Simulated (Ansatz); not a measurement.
## MoS3 (built on the sites of a database entry of WO3): following an unstable mode

Which phase does MoS3 (built on the sites of a database entry of WO3) fall into along its unstable mode, and how much energy does it gain?

Calculated with Ansatz 0.2.0; DFT PBEsol, scalar-relativistic, plane waves, PseudoDojo norm-conserving pseudopotentials.

The structure was built from a prototype and need not be the compound's stable phase.

## Step 1: The starting structure

It takes space group Pm-3m (No. 221, cubic). Conventional cell: a = 4.630 Å, b = 4.630 Å, c = 4.630 Å, α = 90.00°, β = 90.00°, γ = 90.00°. Mo has 6 S at 2.31 Å nearest. S has 2 Mo at 2.31 Å nearest. Farther neighbours and most contacts between anions are not listed.

## Step 2: The dispersion

The cell comes from relaxations at this level that are not shown. Stability and thermal properties need the whole zone. Linear response on a 2×2×2 q mesh gives force constants as far as a supercell of that size would.

input.yaml

```yaml
crystal:
  lattice:
    - [4.6295550062, 0.0, 0.0]
    - [0.0, 4.6295550062, 0.0]
    - [0.0, 0.0, 4.6295550062]
  atoms:
    - { symbol: Mo, position: [0.0, 0.0, 0.0] }
    - { symbol: S, position: [0.0, 0.0, 0.5] }
    - { symbol: S, position: [0.0, 0.5, 0.0] }
    - { symbol: S, position: [0.5, 0.0, 0.0] }
kpoints:
  mp_grid: { grid: [8, 8, 8] }
hamiltonian:
  xc: pbesol
  pseudopotentials: { kind: nc, accuracy: standard }
scf:
  occupations: { method: methfessel_paxton, width: 0.15 }
output:
  eigenvalues: true
phonons:
  method: dfpt
  qmesh: [2, 2, 2]
  temperatures: { t_max: 1000, t_step: 50 }
  qpath:
    path:
      - [[0.0, 0.0, 0.0], [0.0, 0.5, 0.0], [0.5, 0.5, 0.0], [0.0, 0.0, 0.0], [0.5, 0.5, 0.5], [0.0, 0.5, 0.0]]
      - [[0.5, 0.5, 0.5], [0.5, 0.5, 0.0]]
    npoints: 10
```

On the command line:

```sh
ansatz run input.yaml --threads 4 --pin off --max-ram 7168MiB --backend cpu --events-out ev --progress --plain --runs-dir out
```

Numbers of over 12 decimals in the logs are rounded to 6 here.

Log:

```text
Engine: ansatz 0.2.0, aarch64-unknown-linux-gnu
Pseudopotentials: kind: nc
Pseudopotential: Mo, nc, valence charge 14, recommended cutoff 1088.45545 eV (normal), Mo.nc.azcp (PseudoDojo's, or run here from an input of PseudoDojo's; its table is named by hamiltonian.pseudopotentials.accuracy)
Pseudopotential: S, nc, valence charge 6, recommended cutoff 707.496042 eV (normal), S.nc.azcp (PseudoDojo's, or run here from an input of PseudoDojo's; its table is named by hamiltonian.pseudopotentials.accuracy)
Functional definition: PBEsol
  exchange = pbesol_x
  correlation = pbesol_c
Crystal: 4 atoms, lattice volume = 99.224 Å³
Basis set: ecut = 1088.45545 eV, 8217 PW (Γ), exchange–correlation on 100×100×100 points (8 copies of the dense FFT grid, shifted against one another)
Bands: 20, of which v1, the nominal top of the filled ones, is band 16 counted from 1 (15 counted from 0)
Symmetry: 48 space group operations
k-points: 35 of 512
Non-local potential: Mo, projectors of the file, l = 0: 2, l = 1: 2, l = 2: 2
Non-local potential: S, projectors of the file, l = 0: 2, l = 1: 2, l = 2: 2
Initial density: superposition of atomic densities (chi_scale 0.1, normalization cell, long waves kept (reshape's long-wave potential 0.00 eV rms))
Initial wavefunctions: pseudopotential atomic-orbital guess
Functional: x = pbesol(κ = 0.804, μ = 0.123457), c = pbesol(β = 0.046)
SCF iter   1: F=—  HF=-2812.871240 eV  |F-HF|=—  |Δ(HF+E_count)|=         —  Δρ=6.75e-2  dr2=7.07e0  ethr=3.10e-3  ⟨swp⟩=7.7  Hψ=4240  notcnv=0
preconditioner: auto → LDOS  [metal: Δε(μ)=0.006 eV  Ē_g=7.456 eV  σ=0.150 eV  W_gap=0.03  n_scr=18 (ndim 8)  ℏωp=18.3 eV  f_vac=0.103  D(μ)=4.35/eV (n_scr^D=32)  β→1.0]
SCF iter   2: F=—  HF=-2811.737197 eV  |F-HF|=—  |Δ(HF+E_count)|=    1.13e0  S|Δr|=    0.00e0  Δρ=1.30e-2  dr2=6.89e-2  ethr=3.10e-3  ⟨swp⟩=8.0  Hψ=6939  notcnv=0
automatic band count: the SCF goes on with 24 bands, as 20 were too few: they end inside the smearing window of the response
SCF iter   3: F=—  HF=-2811.735615 eV  |F-HF|=—  |Δ(HF+E_count)|=   1.58e-3  S|Δr|=    0.00e0  Δρ=3.10e-3  dr2=1.12e-2  ethr=2.15e-4  ⟨swp⟩=2.8  Hψ=1640  notcnv=0  defer=54
SCF iter   4: F=—  HF=-2811.734241 eV  |F-HF|=—  |Δ(HF+E_count)|=   1.37e-3  S|Δr|=    0.00e0  Δρ=3.05e-4  dr2=7.35e-5  ethr=3.49e-5  ⟨swp⟩=1.8  Hψ=841  notcnv=0  defer=54
SCF iter   5: F=—  HF=-2811.734259 eV  |F-HF|=—  |Δ(HF+E_count)|=   1.77e-5  S|Δr|=    0.00e0  Δρ=3.79e-5  dr2=1.64e-6  ethr=2.30e-7  ⟨swp⟩=3.4  Hψ=1697  notcnv=0  defer=54
SCF iter   6: F=—  HF=-2811.733987 eV  |F-HF|=—  |Δ(HF+E_count)|=   2.72e-4  S|Δr|=    0.00e0  Δρ=5.28e-6  dr2=2.80e-8  ethr=5.13e-9  ⟨swp⟩=2.3  Hψ=1276  notcnv=0  defer=54
SCF iter   7: F=—  HF=-2811.733987 eV  |F-HF|=—  |Δ(HF+E_count)|=   1.25e-8  S|Δr|=    0.00e0  Δρ=4.71e-7  dr2=1.08e-10  ethr=8.74e-11  ⟨swp⟩=2.5  Hψ=1341  notcnv=0  defer=54
SCF iter   8: F=-2811.733987 eV  HF=-2811.733987 eV  |F-HF|=1.82e-12  |Δ(HF+E_count)|=  7.91e-11  S|Δr|=    0.00e0  Δρ=6.62e-8  dr2=1.21e-12  ethr=1.00e-12  ⟨swp⟩=15.6  Hψ=6682  notcnv=0
SCF 1 converged in 8 iterations: F = -2811.733987 eV  dr2 = 1.21e-12
Initial density: read from a saved state, or passed on in memory by an earlier SCF of this step, an earlier step, the calling program or the single point that the run made first
iter 1 solved again at ethr=2.02e-6 eV; its pass at ethr=3.10e-3 eV (dr2=6.47e-4 eV) is discarded
SCF iter   1: F=—  HF=-2811.734253 eV  |F-HF|=—  |Δ(HF+E_count)|=         —  Δρ=3.84e-6  dr2=6.72e-9  ethr=2.02e-6  ⟨swp⟩=3.7  Hψ=6584  notcnv=0
eigensolver tolerance schedule: the retry pair's looser diagonalisation over-reported the residual by 96255.90 of it (diagonalisation noise at an unbounded share of the residual, at the tolerance the schedule requests for it); recorded, not acted on — ethr = c·dr2/N_el stays at c = 1.0e-1
preconditioner: auto → LDOS  [metal: Δε(μ)=0.035 eV  Ē_g=6.859 eV  σ=0.150 eV  W_gap=0.20  n_scr=18 (ndim 8)  ℏωp=18.3 eV  f_vac=0.143  D(μ)=2.26/eV (n_scr^D=18)  β→1.0]
SCF iter   2: F=—  HF=-2811.733987 eV  |F-HF|=—  |Δ(HF+E_count)|=   2.66e-4  S|Δr|=    0.00e0  Δρ=3.19e-6  dr2=4.61e-9  ethr=2.10e-11  ⟨swp⟩=5.4  Hψ=2793  notcnv=0
SCF iter   3: F=—  HF=-2811.733987 eV  |F-HF|=—  |Δ(HF+E_count)|=   1.27e-9  S|Δr|=    0.00e0  Δρ=1.74e-6  dr2=1.36e-9  ethr=1.44e-11  ⟨swp⟩=1.0  Hψ=714  notcnv=0
SCF iter   4: F=—  HF=-2811.733987 eV  |F-HF|=—  |Δ(HF+E_count)|=  3.01e-10  S|Δr|=    0.00e0  Δρ=1.16e-6  dr2=6.13e-10  ethr=4.26e-12  ⟨swp⟩=1.0  Hψ=700  notcnv=0
SCF iter   5: F=—  HF=-2811.733987 eV  |F-HF|=—  |Δ(HF+E_count)|=  7.14e-11  S|Δr|=    0.00e0  Δρ=9.41e-7  dr2=3.99e-10  ethr=1.92e-12  ⟨swp⟩=1.0  Hψ=700  notcnv=0
SCF iter   6: F=—  HF=-2811.733987 eV  |F-HF|=—  |Δ(HF+E_count)|=  1.54e-10  S|Δr|=    0.00e0  Δρ=2.99e-7  dr2=3.79e-11  ethr=1.25e-12  ⟨swp⟩=2.3  Hψ=1236  notcnv=0
SCF iter   7: F=-2811.733987 eV  HF=-2811.733987 eV  |F-HF|=3.64e-12  |Δ(HF+E_count)|=  1.86e-11  S|Δr|=    0.00e0  Δρ=1.12e-7  dr2=5.72e-12  ethr=1.00e-12  ⟨swp⟩=2.9  Hψ=2369  notcnv=0
SCF 2 converged in 7 iterations: F = -2811.733987 eV  dr2 = 5.72e-12
phonons: the bands overlap, so this run is a metal and interpolates without the dipole-dipole term. If the crystal is really an insulator or semiconductor, its LO-TO splitting is missing
NSCF: frozen V_eff on 35 k-points
WARN: eigensolver did not converge in 9 slots of this pass, the one above among them; of largest residual over every band (k=27): 1 band(s) unlocked (lowest unlocked band 23, counted from 0; max residual 2.11e-3 eV among the unlocked bands, 2.11e-3 eV over every band); of lowest unlocked band (k=3): band 23
NSCF: frozen V_eff on 125 k-points
DFPT response loops at q = (0, 0, 0) (fractional): preconditioner auto → Kerker (q_TF=auto, 2.259 Å⁻¹) (partly filled bands, converged f_vac=0.143); β = 1.00, the filter's whole step (`scf.mixing.beta` (0.50) is not read by the response loops under this deck's `scf.mixing.preconditioner`; to damp them name `kerker` or `kerker_dos`, under which they read `scf.mixing.beta`, and type it under 1.00, their step now; both keys bind the ground state too); Broyden in place of MSR1
NSCF: frozen V_eff on 250 k-points
DFPT response loops at q = (0, 0, -0.5) (fractional): mixed as the last ones told, above
NSCF: frozen V_eff on 250 k-points
DFPT response loops at q = (0, -0.5, -0.5) (fractional): mixed as the last ones told, above
NSCF: frozen V_eff on 250 k-points
DFPT response loops at q = (-0.5, -0.5, -0.5) (fractional): mixed as the last ones told, above
SCF converged after 8 iterations
Stability not checked: this state was not tested for a lower state beside it, because cold or Methfessel-Paxton smearing, or corrected tetrahedra, fill the levels in a way that the test cannot read (fill_not_monotonic; see scf.lower_state_search)
Free energy (F): -2811.733987 eV
Harris-Foulkes:  -2811.733987 eV  (|F-HF|=1.82e-12)
Internal energy: -2811.736947 eV  (E = F + TS)
E sigma→0 (E₀):  -2811.734727 eV
Entropy (-TS):   0.002960 eV (0.740 meV/atom)
Fermi energy:    5.308875 eV
Step filling:    the computed levels leave a gap of 0.0354 eV = 0.2 smearing widths at the electron count; against every level under it full and every level over it empty, smearing changes F+E_penalty+E_count by +2.965 meV and its σ→0 estimate by +2.225 meV
--- Per-component energies (eV) ---
  E_band       = -299.532304
  E_kinetic    = 914.546228
  E_local      = -2841.175847  (includes V_loc(G=0)·N_el)
  E_nonlocal   = 359.378589
  E_hartree    = 900.581100
  E_xc         = -532.784717
  E_vxc        = -533.443432  (∫ρ·V_xc dr)
  E_ewald      = -1612.282299
  E_smearing   = 0.002960  (= −TS)
  E_closure    = 0.000000  (closes the sum)
  Σ components = -2811.733987   (vs F -2811.733987, Δ=0.00e0)
--- Band table (eV; the first three rows and the last of 35) ---
  k-point 0: bands = [... 12 lower, 3.6643, 4.2415, 4.2415, 4.2415, 4.9548, 4.9548, 4.9548, 6.0237, ... 4 higher]
  k-point 1: bands = [... 12 lower, 3.6692, 4.1691, 4.2315, 4.5645, 4.5645, 5.2210, 5.2210, 6.0290, ... 4 higher]
  k-point 2: bands = [... 12 lower, 3.5024, 3.6812, 4.0041, 4.6840, 4.6840, 5.9616, 5.9616, 6.0399, ... 4 higher]
  k-point 34: bands = [... 12 lower, 0.3685, 5.7851, 5.7851, 5.7851, 7.1005, 7.1005, 7.1005, 9.9567, ... 4 higher]
--- Phonons (Γ-DFPT): 3 representative perturbations + reference (Σ response iterations 7) ---
  ASR residual: 5.320e-5 → 0.000e0 eV/Å²; symmetrization residual: 9.537e-6 eV/Å²
  ASR residual per site (eV/Å²): 9.54e-6 5.32e-5 5.32e-5 5.32e-5
  Γ frequencies (cm⁻¹): 0.00 0.00 0.00 56.12 56.12 56.12 107.32 107.32 107.32 378.05 378.05 378.05
--- Phonons (arbitrary-q DFPT): 4 irreducible q on the 2×2×2 mesh ---
  q = [0.0000, 0.0000, 0.0000] (star 1, of the zone-centre solve; hermiticity 1.37e-6, symmetrization 1.69e-14): -0.00 -0.00 0.00 56.12 56.12 56.12 107.32 107.32 107.32 378.05 378.05 378.05
  q = [0.0000, 0.0000, -0.5000] (star 3, 7 solved perturbations in 775 linear systems a pass and spin channel, the states on 125 of 512 k-point pairs; hermiticity 7.02e-8, symmetrization 1.54e-13, the responses' own estimated error 7.3e-5 eV/Å²): -46.38 -46.38 82.05 82.05 119.20 139.85 157.80 157.80 176.27 366.29 366.29 421.60
  q = [0.0000, -0.5000, -0.5000] (star 3, 7 solved perturbations in 775 linear systems a pass and spin channel, the states on 125 of 512 k-point pairs; hermiticity 3.66e-7, symmetrization 6.17e-13, the responses' own estimated error 7.1e-5 eV/Å²): -73.49 -14.35 102.11 130.50 130.50 156.97 156.97 170.37 170.37 227.87 352.96 466.85
  q = [-0.5000, -0.5000, -0.5000] (star 1, 3 solved perturbations in 275 linear systems a pass and spin channel, the states on 125 of 512 k-point pairs; hermiticity 4.26e-13, symmetrization 6.83e-13, the responses' own estimated error 5.3e-5 eV/Å²): -218.29 -218.29 -9.69 -9.69 -9.69 164.46 164.46 164.46 225.37 225.37 225.37 507.29
  sum rule: each row above includes the acoustic sum rule's correction from the zone centre's row sums; it moved no ω² by more than (0.67 cm⁻¹)²
  mesh force constants: q→R imaginary residual 1.53e-46; ASR residual 5.320e-5 → 0.000e0 eV/Å²; symmetrization residual 2.132e-14 eV/Å²
  interpolated dispersion: 62 rows × 12 modes
  density of states and harmonic sums: on the 14×14×14 q-mesh, interpolated from the force constants of a 2×2×2 supercell (no non-analytic term)
  largest difference from the sums on the solved wave vectors: F 3.88e-1 eV, S 5.22e-4 and C_V 1.37e-4 eV/K
  zero-point energy: 0.124513 eV/cell   skipped modes (ω ≤ 0): 135, of them read as no rigid motion or as one in doubt: 132 (9.428e-1 modes/cell left out, lowest -218.29 cm⁻¹)   left out of the sums: 7.87e-2 of the cell's modes: C_V's classical limit lies that fraction below 3 k_B per atom; for a crystal, a wire or a layer, F and S can be off by more, and a phonons.interpolated_qmesh denser along its periods is the remedy for the sampling
```

Elapsed: 5.9 min, on 4 threads of Arm Neoverse V2, shared host; peak memory 2.5 GiB; 23 min of CPU time.

This step gave:

| Quantity | Value |
| --- | --- |
| volume per atom | 24.81 Å³ |
| gap on the k-mesh | 0 eV |
| sum-rule residual before enforcement | 5.32e-5 eV/Å² |
| lowest frequency on the path | -218.3 cm⁻¹ |
| point group | m-3m |
| highest frequency on the path or at a solved wavevector | 507.3 cm⁻¹ |
| highest optical mode at the zone centre (no LO-TO term) | 378.1 cm⁻¹ |
| lowest optical zone-centre mode | 56.12 cm⁻¹ |
| lowest mode on the q mesh (acoustic modes at Γ apart) | -218.3 cm⁻¹ |

Frequencies (cm⁻¹) solved at each irreducible wavevector; negative means imaginary. Frequencies by wavevector, by row:

```csv
q in reciprocal lattice units,star,mode 1,mode 2,mode 3,mode 4,mode 10,mode 11,mode 12
0 0 0,1,0,0,0,56.1,378.1,378.1,378.1
0 0 -0.5,3,-46.4,-46.4,82,82,366.3,366.3,421.6
0 -0.5 -0.5,3,-73.5,-14.3,102.1,130.5,227.9,353,466.9
-0.5 -0.5 -0.5,1,-218.3,-218.3,-9.7,-9.7,225.4,225.4,507.3
```

Interpolated from a 2×2×2 q mesh. The phonon branches at the labelled points (cm⁻¹):

```csv
point,branch 1,branch 2,branch 3,branch 4,branch 9,branch 10,branch 11,branch 12
Γ,0,0,0,56,107,378,378,378
halfway,-26,-26,75,75,130,373,373,399
X,-46,-46,82,82,176,366,366,422
halfway,-61,68,82,114,205,261,360,456
M,-74,-14,102,130,170,228,353,467
halfway,-46,56,97,113,179,311,367,437
Γ,0,0,0,56,107,378,378,378
halfway,37,37,78,101,180,286,286,473
R,-218,-218,-10,-10,225,225,225,507
halfway,-10,64,71,75,206,212,256,489
X,-46,-46,82,82,176,366,366,422
jump to R,-218,-218,-10,-10,225,225,225,507
halfway,-136,-44,-12,71,203,203,227,500
M,-74,-14,102,130,170,228,353,467
```

Symmetry leaves 4 wavevectors to solve. The lowest mode among them, the acoustic zeros apart, lies at q = (-0.5, -0.5, -0.5) and is imaginary, 218.3i cm⁻¹, so the energy falls along it.

## Step 3: The mode frozen in, largest atomic shift 0 Å

The mode followed lies at q = (0, -0.5, -0.5) with frequency 73.5i cm⁻¹, one of the unstable modes though not the softest. At small amplitude the distorted cell has space group no. 129 by a symmetry search on the positions. The undistorted cell that holds it gives the zero of energy on the same k mesh.

System of this step: MoS3 (built on the sites of a database entry of WO3). Symmetry: Pm-3m, No. 221, cubic system. Conventional cell: a = 4.630 Å, b = 4.630 Å, c = 4.630 Å, α = 90.00°, β = 90.00°, γ = 90.00°. Nearest to Mo lie 6 S at 2.31 Å. S has 2 Mo at 2.31 Å nearest. Nearest to S lie 2 Mo at 2.31 Å. Farther neighbours and most contacts between anions are not listed.

input.yaml

```yaml
crystal:
  lattice:
    - [-4.6295550062, 0.0, 0.0]
    - [0.0, -4.6295550062, -4.6295550062]
    - [0.0, -4.6295550062, 4.6295550062]
  atoms:
    - { symbol: Mo, position: [0.0, 1.0, 0.0] }
    - { symbol: Mo, position: [0.0, 0.5, 0.5] }
    - { symbol: S, position: [1.0, 0.25, 0.75] }
    - { symbol: S, position: [1.0, 0.75, 0.25] }
    - { symbol: S, position: [0.0, 0.75, 0.75] }
    - { symbol: S, position: [0.0, 0.25, 0.25] }
    - { symbol: S, position: [0.5, 0.5, 0.5] }
    - { symbol: S, position: [0.5, 0.0, 0.0] }
kpoints:
  mp_grid: { grid: [8, 6, 6] }
hamiltonian:
  xc: pbesol
  pseudopotentials: { kind: nc, accuracy: standard }
scf:
  occupations: { method: methfessel_paxton, width: 0.15 }
output:
  forces: true
  stress: true
  eigenvalues: true
```

Log:

```text
[...]
Crystal: 8 atoms, lattice volume = 198.448 Å³
Basis set: ecut = 1088.45545 eV, 16285 PW (Γ), exchange–correlation on 100×144×144 points (8 copies of the dense FFT grid, shifted against one another)
Bands: 40, of which v1, the nominal top of the filled ones, is band 32 counted from 1 (31 counted from 0)
Symmetry: 32 space group operations
[...]
k-points: 50 of 288
[...]
k-point 0: bands = [... 28 lower, 4.2488, 4.2586, 4.2586, 4.9573, 4.9573, 4.9634, 5.7728, 5.9741, ... 4 higher]
  k-point 1: bands = [... 28 lower, 4.2800, 4.4246, 4.5019, 4.6672, 4.8979, 5.1265, 5.5970, 6.2551, ... 4 higher]
  k-point 2: bands = [... 28 lower, 3.9963, 4.0858, 4.4465, 5.1844, 5.3035, 5.4114, 5.5117, 6.4478, ... 4 higher]
  k-point 49: bands = [... 28 lower, 3.4107, 3.4107, 5.7865, 5.7865, 6.9268, 6.9268, 6.9462, 6.9462, ... 4 higher]
[key lines of the parts left out:]
SCF converged after 7 iterations
Free energy (F): -5623.436590 eV
Fermi energy:    5.355559 eV
P = ⅓ Tr σ = 0.1576 GPa (1.576 kbar)
```

It took 19 s on 4 threads; peak memory 1.7 GiB; 76 s of CPU time.

Numbers from this step:

```yaml
pressure: 0.1576 GPa
energy_from_the_undistorted_cell: 0 meV/atom
```

The run ends at a pressure of 0.16 GPa.

## Step 4: The mode frozen in, largest atomic shift 0.22 Å

The atoms are moved along the unstable eigenvector, the largest shift by 0.22 Å, with the cell fixed.

input.yaml, the sections that differ from step 3:

```yaml
crystal:
  lattice:
    - [-4.6295550062, 0.0, 0.0]
    - [0.0, -4.6295550062, -4.6295550062]
    - [0.0, -4.6295550062, 4.6295550062]
  atoms:
    - { symbol: Mo, position: [-0.047520766, 1.0, 0.0] }
    - { symbol: Mo, position: [0.047520766, 0.5, 0.5] }
    - { symbol: S, position: [1.0, 0.25, 0.75] }
    - { symbol: S, position: [1.0, 0.75, 0.25] }
    - { symbol: S, position: [0.0, 0.75, 0.75] }
    - { symbol: S, position: [0.0, 0.25, 0.25] }
    - { symbol: S, position: [0.5225570002, 0.5, 0.5] }
    - { symbol: S, position: [0.4774429998, 0.0, 0.0] }
# kpoints, hamiltonian, scf, output: as in step 3
```

Log:

```text
[...]
Crystal: 8 atoms, lattice volume = 198.448 Å³
Basis set: ecut = 1088.45545 eV, 16285 PW (Γ), exchange–correlation on 100×144×144 points (8 copies of the dense FFT grid, shifted against one another)
Bands: 40, of which v1, the nominal top of the filled ones, is band 32 counted from 1 (31 counted from 0)
Symmetry: 16 space group operations
[...]
k-points: 50 of 288
[...]
k-point 0: bands = [... 28 lower, 4.1206, 4.1206, 4.3183, 4.7744, 4.7744, 4.8908, 5.8200, 5.8695, ... 4 higher]
  k-point 1: bands = [... 28 lower, 4.0657, 4.1337, 4.4714, 4.8269, 4.8999, 5.1198, 5.6482, 6.1292, ... 4 higher]
  k-point 2: bands = [... 28 lower, 3.7646, 3.8277, 4.4820, 5.2081, 5.4244, 5.5125, 5.5895, 6.4731, ... 4 higher]
  k-point 49: bands = [... 28 lower, 3.5119, 3.5119, 5.7660, 5.7660, 6.8885, 6.8885, 6.9127, 6.9127, ... 4 higher]
[key lines of the parts left out:]
SCF converged after 8 iterations
Free energy (F): -5623.513144 eV
Fermi energy:    5.384505 eV
P = ⅓ Tr σ = 0.0738 GPa (0.738 kbar)
```

Run time: 20 s. Hardware: 4 threads; peak memory 1.7 GiB; 81 s of CPU time.

This step gave:

- pressure: 0.07385 GPa
- energy from the undistorted cell: -9.59 meV/atom

The energy, extrapolated to zero smearing, is -9.59 meV/atom against the undistorted cell.

The run ends at a pressure of 0.07 GPa, with forces up to 0.13 eV/Å.

## Step 5: Energy along the mode, all amplitudes (two of the runs are shown above)

An imaginary frequency means negative curvature, so the energy should fall and then rise again as anharmonic terms take over.

Numbers from this step:

| Item | Value |
| --- | --- |
| depth at the lowest point sampled | 9.59 meV/atom |
| largest atomic shift at that point | 0.22 Å |

Table of energy from the parent by largest atomic shift:

```csv
largest atomic shift (Å),energy from the parent (meV/atom)
0.000,0
0.040,-0.516
0.080,-1.96
0.140,-5.24
0.220,-9.59
0.320,-8.04
0.450,19.7
```

Displacement at unit largest shift by atom:

```csv
atom,x (Å),y (Å),z (Å),size
Mo1,1.00,0.00,0.00,1.00
Mo2,-1.00,0.00,0.00,1.00
S3,0.00,0.00,0.00,0.00
S4,0.00,0.00,0.00,0.00
S5,0.00,0.00,0.00,0.00
S6,0.00,0.00,0.00,0.00
S7,-0.47,0.00,0.00,0.47
S8,0.47,0.00,0.00,0.47
```

The lowest of the steps tried is at 0.22 Å, 9.59 meV/atom below the parent; the bottom of the well need not coincide with a step.

[end of part 1 of 3]

[Logs are printed without paths, hosts, clocks, repeated set-up lines and the standing remarks that a program may print on its own settings, such as how far it seeks lower states.]

[Hosts, paths, dates, database ids (printed as entryN), source tags and the programs' standing remarks are cut or masked in the printed files.]
